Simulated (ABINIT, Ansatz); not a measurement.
# A GW chain in ABINIT: TiNF (Pmmn)

Wanted: ground state, empty states, screening and self-energy for TiNF (Pmmn).

Calculated with ABINIT 10.8.3; LDA and many-body steps on it, plane waves.

Report form: the programs' logs are mostly left out.

## Step 1: The starting structure

The structure is orthorhombic, space group Pmmn (No. 59). The conventional cell has a = 3.062 Å, b = 3.964 Å, c = 7.871 Å, α = 90.00°, β = 90.00°, γ = 90.00°. Nearest to Ti lie 4 N at 2.01 Å and 2 F at 2.04 Å. Nearest to N lie 4 Ti at 2.01 Å. F has 2 Ti at 2.04 Å nearest. Farther neighbours and most contacts between anions are not listed.

The cell and positions are those that the Materials Project relaxed with its own functionals (PBE, PBE+U or r2SCAN), kept fixed.

## Step 2: Ground state

This step: ABINIT 10.8.3; DFT, LDA, plane waves, norm-conserving pseudopotentials.

The ground-state density comes first.

Input file run.abi:

```
acell 3*1.0 Angstrom
rprim 
  3.062004000000 0.000000000000 0.000000000000
  0.000000000000 3.964387000000 0.000000000000
  0.000000000000 0.000000000000 7.870826000000
ntypat 3
znucl 22 7 9
natom 6
typat 1 1 2 2 3 3
xred 
  0.500000000000 0.000000000000 0.895914000000
  0.000000000000 0.500000000000 0.104086000000
  0.500000000000 0.500000000000 0.939316000000
  0.000000000000 0.000000000000 0.060684000000
  0.000000000000 0.000000000000 0.724624000000
  0.500000000000 0.500000000000 0.275376000000
pp_dirpath "pseudos"
pseudos "Ti.upf, N.upf, F.upf"
ecut 38
ngkpt 6 6 4
nshiftk 1
shiftk 0 0 0
kptopt 1
chksymbreak 0
nband 31
occopt 1
tolvrs 1e-10
nstep 60
prtwf 0
optforces 0
optstress 0
indata_prefix "in"
outdata_prefix "out"
tmpdata_prefix "tmp"
```

The run is started by

```bash
OMP_NUM_THREADS=1 mpirun -n 4 abinit run.abi > log
```

The job ended after 3.3 min (4 MPI ranks of Arm Neoverse V1, shared host; peak memory 0.52 GiB; 13 min of CPU time).

This step gave:

```
total energy               : -5140.3462 eV
gap                        : 0.6504 eV
k of the valence top       : 0, 0, 0
k of the conduction bottom : 0, 0, 0
least direct gap           : 0.6504 eV
```

The gap is direct, at Γ.

## Step 3: Bands along the symmetry lines

Levels along a band path, at the cheap level, show where the edges lie and whether the meshes to come will hold them.

Input file run.abi:

```
acell 3*1.0 Angstrom
rprim 
  3.062004000000 0.000000000000 0.000000000000
  0.000000000000 3.964387000000 0.000000000000
  0.000000000000 0.000000000000 7.870826000000
ntypat 3
znucl 22 7 9
natom 6
typat 1 1 2 2 3 3
xred 
  0.500000000000 0.000000000000 0.895914000000
  0.000000000000 0.500000000000 0.104086000000
  0.500000000000 0.500000000000 0.939316000000
  0.000000000000 0.000000000000 0.060684000000
  0.000000000000 0.000000000000 0.724624000000
  0.500000000000 0.500000000000 0.275376000000
pp_dirpath "pseudos"
pseudos "Ti.upf, N.upf, F.upf"
ecut 38
iscf -2
irdden 1
kptopt 0
nkpt 100
kpt 
  0.00000000 0.00000000 0.00000000
  0.06250000 0.00000000 0.00000000
  0.12500000 0.00000000 0.00000000
  0.18750000 0.00000000 0.00000000
  0.25000000 0.00000000 0.00000000
  0.31250000 0.00000000 0.00000000
  0.37500000 0.00000000 0.00000000
  0.43750000 0.00000000 0.00000000
  0.50000000 0.00000000 0.00000000
  0.50000000 0.06250000 0.00000000
  0.50000000 0.12500000 0.00000000
  0.50000000 0.18750000 0.00000000
  0.50000000 0.25000000 0.00000000
  0.50000000 0.31250000 0.00000000
  0.50000000 0.37500000 0.00000000
  0.50000000 0.43750000 0.00000000
  0.50000000 0.50000000 0.00000000
  0.43750000 0.50000000 0.00000000
  0.37500000 0.50000000 0.00000000
  0.31250000 0.50000000 0.00000000
  0.25000000 0.50000000 0.00000000
  0.18750000 0.50000000 0.00000000
  0.12500000 0.50000000 0.00000000
  0.06250000 0.50000000 0.00000000
  0.00000000 0.50000000 0.00000000
  0.00000000 0.43750000 0.00000000
  0.00000000 0.37500000 0.00000000
  0.00000000 0.31250000 0.00000000
  0.00000000 0.25000000 0.00000000
  0.00000000 0.18750000 0.00000000
  0.00000000 0.12500000 0.00000000
  0.00000000 0.06250000 0.00000000
  0.00000000 0.00000000 0.00000000
  0.00000000 0.00000000 0.06250000
  0.00000000 0.00000000 0.12500000
  0.00000000 0.00000000 0.18750000
  0.00000000 0.00000000 0.25000000
  0.00000000 0.00000000 0.31250000
  0.00000000 0.00000000 0.37500000
  0.00000000 0.00000000 0.43750000
  0.00000000 0.00000000 0.50000000
  0.06250000 0.00000000 0.50000000
  0.12500000 0.00000000 0.50000000
  0.18750000 0.00000000 0.50000000
  0.25000000 0.00000000 0.50000000
  0.31250000 0.00000000 0.50000000
  0.37500000 0.00000000 0.50000000
  0.43750000 0.00000000 0.50000000
  0.50000000 0.00000000 0.50000000
  0.50000000 0.06250000 0.50000000
  0.50000000 0.12500000 0.50000000
  0.50000000 0.18750000 0.50000000
  0.50000000 0.25000000 0.50000000
  0.50000000 0.31250000 0.50000000
  0.50000000 0.37500000 0.50000000
  0.50000000 0.43750000 0.50000000
  0.50000000 0.50000000 0.50000000
  0.43750000 0.50000000 0.50000000
  0.37500000 0.50000000 0.50000000
  0.31250000 0.50000000 0.50000000
  0.25000000 0.50000000 0.50000000
  0.18750000 0.50000000 0.50000000
  0.12500000 0.50000000 0.50000000
  0.06250000 0.50000000 0.50000000
  0.00000000 0.50000000 0.50000000
  0.00000000 0.43750000 0.50000000
  0.00000000 0.37500000 0.50000000
  0.00000000 0.31250000 0.50000000
  0.00000000 0.25000000 0.50000000
  0.00000000 0.18750000 0.50000000
  0.00000000 0.12500000 0.50000000
  0.00000000 0.06250000 0.50000000
  0.00000000 0.00000000 0.50000000
  0.50000000 0.00000000 0.00000000
  0.50000000 0.00000000 0.06250000
  0.50000000 0.00000000 0.12500000
  0.50000000 0.00000000 0.18750000
  0.50000000 0.00000000 0.25000000
  0.50000000 0.00000000 0.31250000
  0.50000000 0.00000000 0.37500000
  0.50000000 0.00000000 0.43750000
  0.50000000 0.00000000 0.50000000
  0.00000000 0.50000000 0.00000000
  0.00000000 0.50000000 0.06250000
  0.00000000 0.50000000 0.12500000
  0.00000000 0.50000000 0.18750000
  0.00000000 0.50000000 0.25000000
  0.00000000 0.50000000 0.31250000
  0.00000000 0.50000000 0.37500000
  0.00000000 0.50000000 0.43750000
  0.00000000 0.50000000 0.50000000
  0.50000000 0.50000000 0.00000000
  0.50000000 0.50000000 0.06250000
  0.50000000 0.50000000 0.12500000
  0.50000000 0.50000000 0.18750000
  0.50000000 0.50000000 0.25000000
  0.50000000 0.50000000 0.31250000
  0.50000000 0.50000000 0.37500000
  0.50000000 0.50000000 0.43750000
  0.50000000 0.50000000 0.50000000
istwfk *1
nband 31
nbdbuf 2
tolwfr 1e-08
nstep 40
prtwf 0
prtvol 0
indata_prefix "in"
outdata_prefix "out"
tmpdata_prefix "tmp"
```

Run time: 3.8 min. Hardware: 4 MPI ranks; peak memory 0.64 GiB; 15 min of CPU time.

Numbers from this step:

```yaml
gap: 0.6504 eV
k_of_the_valence_top: 0, 0, 0
k_of_the_conduction_bottom: 0, 0, 0
least_direct_gap: 0.6504 eV
```

The gap is 0.650 eV, as in the run before at this level.

Electronic bands along the path, in eV, zero at the top of the highest filled band:

```
    point  band 21  band 22  band 23  band 24  band 25  band 26  band 27  band 28
        Γ    -2.65    -2.62    -1.25     0.00     0.65     1.40     1.56     1.92
  halfway    -2.70    -2.16    -1.44    -1.42     1.39     1.77     1.90     2.02
        X    -2.96    -2.96    -1.56    -1.56     1.83     1.83     2.02     2.02
  halfway    -3.50    -3.50    -1.48    -1.48     1.33     1.33     2.04     2.04
        S    -2.92    -2.92    -2.67    -2.67     1.91     1.91     2.05     2.05
  halfway    -3.18    -3.18    -2.19    -2.19     1.51     1.51     2.21     2.21
        Y    -2.73    -2.73    -2.29    -2.29     1.12     1.12     2.20     2.20
  halfway    -2.76    -2.28    -2.02    -1.93     1.28     1.43     1.52     2.19
        Γ    -2.65    -2.62    -1.25     0.00     0.65     1.40     1.56     1.92
  halfway    -2.67    -2.63    -1.25     0.00     0.65     1.40     1.54     1.92
        Z    -2.70    -2.64    -1.25     0.00     0.65     1.40     1.53     1.92
  halfway    -2.71    -2.15    -1.46    -1.42     1.39     1.78     1.90     2.03
        U    -2.96    -2.96    -1.56    -1.56     1.83     1.83     2.02     2.02
  halfway    -3.50    -3.50    -1.48    -1.48     1.33     1.33     2.04     2.04
        R    -2.91    -2.91    -2.68    -2.68     1.90     1.90     2.05     2.05
  halfway    -3.18    -3.18    -2.20    -2.20     1.51     1.51     2.22     2.22
        T    -2.73    -2.73    -2.28    -2.28     1.12     1.12     2.20     2.20
  halfway    -2.75    -2.31    -2.02    -1.93     1.28     1.43     1.52     2.19
        Z    -2.70    -2.64    -1.25     0.00     0.65     1.40     1.53     1.92
jump to X    -2.96    -2.96    -1.56    -1.56     1.83     1.83     2.02     2.02
  halfway    -2.96    -2.96    -1.56    -1.56     1.83     1.83     2.02     2.02
        U    -2.96    -2.96    -1.56    -1.56     1.83     1.83     2.02     2.02
jump to Y    -2.73    -2.73    -2.29    -2.29     1.12     1.12     2.20     2.20
  halfway    -2.73    -2.73    -2.29    -2.29     1.12     1.12     2.20     2.20
        T    -2.73    -2.73    -2.28    -2.28     1.12     1.12     2.20     2.20
jump to S    -2.92    -2.92    -2.67    -2.67     1.91     1.91     2.05     2.05
```

## Step 4: Empty states on the mesh, 4×2×1 mesh, 195 bands

The sums over transitions need many empty states on a uniform mesh; this step solves for them.

Input file run.abi:

```
acell 3*1.0 Angstrom
rprim 
  3.062004000000 0.000000000000 0.000000000000
  0.000000000000 3.964387000000 0.000000000000
  0.000000000000 0.000000000000 7.870826000000
ntypat 3
znucl 22 7 9
natom 6
typat 1 1 2 2 3 3
xred 
  0.500000000000 0.000000000000 0.895914000000
  0.000000000000 0.500000000000 0.104086000000
  0.500000000000 0.500000000000 0.939316000000
  0.000000000000 0.000000000000 0.060684000000
  0.000000000000 0.000000000000 0.724624000000
  0.500000000000 0.500000000000 0.275376000000
pp_dirpath "pseudos"
pseudos "Ti.upf, N.upf, F.upf"
ecut 38
ngkpt 4 2 1
nshiftk 1
shiftk 0 0 0
kptopt 1
chksymbreak 0
iscf -2
irdden 1
istwfk *1
nband 195
nbdbuf 16
tolwfr 1e-09
nstep 60
prtvol 0
indata_prefix "in"
outdata_prefix "out"
tmpdata_prefix "tmp"
```

Run time: 2.3 min. Hardware: 4 MPI ranks; peak memory 0.47 GiB; 9 min of CPU time.

Numbers from this step:

```
gap                                                           : 0.6504 eV
k of the valence top                                          : 0, 0, 0
k of the conduction bottom                                    : 0, 0, 0
least direct gap                                              : 0.6504 eV
k points computed                                             : 6
lowest point of the top converged band, above the valence top : 73.1271 eV
```

On this mesh the gap is 0.650 eV.

## Step 5: Screening, 4×2×1 mesh, 179 bands, screening to 176.9 eV

The RPA dielectric matrix is built and inverted for each q.

This step: RPA screening on LDA, plane waves, norm-conserving pseudopotentials.

run.abi: that of step 4 with these lines changed.

```diff
@@ -24,10 +24,11 @@
 chksymbreak 0
-iscf -2
-irdden 1
 istwfk *1
-nband 195
-nbdbuf 16
-tolwfr 1e-09
-nstep 60
-prtvol 0
+occopt 1
+irdwfk 1
+optdriver 3
+nband 179
+ecuteps 6.5
+inclvkb 2
+awtr 1
+symchi 1
 indata_prefix "in"
```

Run time: 89 s. Hardware: 4 MPI ranks; peak memory 1.6 GiB; 5.8 min of CPU time.

Numbers from this step:

| Property | Result |
| --- | --- |
| ε∞ with local fields, on this mesh, along the program's q direction | 12.15 |
| the same without local fields | 13.27 |
| plasma frequency | 26.32 eV |
| plane waves in the screening matrix | 523 |

Local fields lower ε∞ by 8 %. On a Γ-centred mesh this coarse the value itself is usually too large, while a short band sum pulls it down.

## Step 6: Self-energy, 4×2×1 mesh, 179 bands, screening to 176.9 eV

The self-energy is evaluated for the states that the input lists, and the levels follow from it, in one-shot runs by the linearised quasiparticle equation.

This step: G0W0 on LDA, plane waves, norm-conserving pseudopotentials.

run.abi: that of step 5 with these lines changed.

```diff
@@ -27,8 +27,15 @@
 irdwfk 1
-optdriver 3
+optdriver 4
 nband 179
+gwcalctyp 0
+ecutsigx 38
+symsigma 1
+nkptgw 1
+kptgw 
+  0.0000000000 0.0000000000 0.0000000000
+bdgw 
+  23 26
 ecuteps 6.5
-inclvkb 2
-awtr 1
-symchi 1
+irdscr 1
+ppmodel 1
 indata_prefix "in"
```

It took 19 s on 4 MPI ranks; peak memory 1.6 GiB; 73 s of CPU time.

This step gave:

| Quantity | Value |
| --- | --- |
| G0W0 gap on the points computed | 1.746 eV |
| starting gap on the mesh | 0.6504 eV |
| k of the valence top | 0, 0, 0 |
| k of the conduction bottom | 0, 0, 0 |
| Z at the valence top | 0.743 |
| Z at the conduction bottom | 0.747 |
| least direct G0W0 gap on the computed points | 1.746 eV |

The gap on the mesh goes from 0.65 eV to 1.75 eV, a correction of +1.10 eV.

Limits: finite bands, cutoff and mesh; coarse k mesh. v1 is the top filled band, c1 the lowest empty one. The levels before and after the correction (eV, zero at the valence-band top of each column):

```csv
,conduction bottom,valence top
Kohn-Sham,0.65,0.00
G0W0,1.75,0.00
```

```
           level  energy (eV)
Kohn-Sham   Γ v2       -1.245
Kohn-Sham   Γ v1        0.000
Kohn-Sham   Γ c1        0.650
Kohn-Sham   Γ c2        1.401
     G0W0   Γ v2       -1.308
     G0W0   Γ v1        0.000
     G0W0   Γ c1        1.746
     G0W0   Γ c2        2.597
```

## Step 7: Where the time went

Times are wall times on 4 MPI ranks of Arm Neoverse V1, shared host, good to a factor of about two.

```
                          step     time  share  memory (GiB)
                  ground state  3.3 min   30 %          0.52
bands along the symmetry lines  3.8 min   34 %          0.64
      empty states on the mesh  2.3 min   20 %          0.47
                     screening     89 s   13 %           1.6
                   self-energy     19 s    3 %           1.6
```

## Step 8: Outcome

- LDA gap: 0.65 eV, direct
- G0W0 gap on the mesh: 1.75 eV
- GW settings: 4×2×1 mesh, 179 bands, screening to 176.9 eV, Godby-Needs plasmon pole
- known limits: not at the basis limit; coarse k mesh

In words: G0W0 moves the gap on the mesh from 0.65 eV to 1.75 eV (+1.10 eV), with Z of 0.74 and 0.75 at the edges. Local fields lower the RPA ε∞ on this mesh from 13.27 to 12.15; a Γ-centred mesh this coarse tends to raise both, most where the direct gap is narrow, while a short band sum lowers them. Only 1 of the mesh's irreducible points was corrected, so a valley elsewhere could overtake. Bands and cutoff are finite, so the gap is not at the basis limit. The miss can reach some tenths of an eV and take either sign; the mesh is an error of its own. In the G0W0 run levels were corrected at 1 k point alone, so a gap called «on the mesh» is the least over those, and an edge elsewhere would be missed. The 4×2×1 mesh is coarse for this cell, which bears on the long-range parts of exchange and screening.

[Paths, hosts, dates, memory and timing lines, banners, echoed tables and standing remarks are left out of the program output.]

[Logs are printed without paths, hosts, clocks, repeated set-up lines and the standing remarks that a program may print on its own settings, such as how far it seeks lower states.]

[Runs of the session that timed out or met a known fault of the program may be left out.]

[Hosts, paths, dates, database ids (printed as entryN), source tags and the programs' standing remarks are cut or masked in the printed files.]

[G0W0 gaps are taken among the corrected bands and points alone; a level outside them can change the order at an edge.]

[Where Ansatz stands beside ABINIT at settings called matched, ABINIT's density can come from a denser mesh and the files from another edition; pairs whose starting gaps differed by over 0.03 eV were left out, so agreement reads better than it is.]
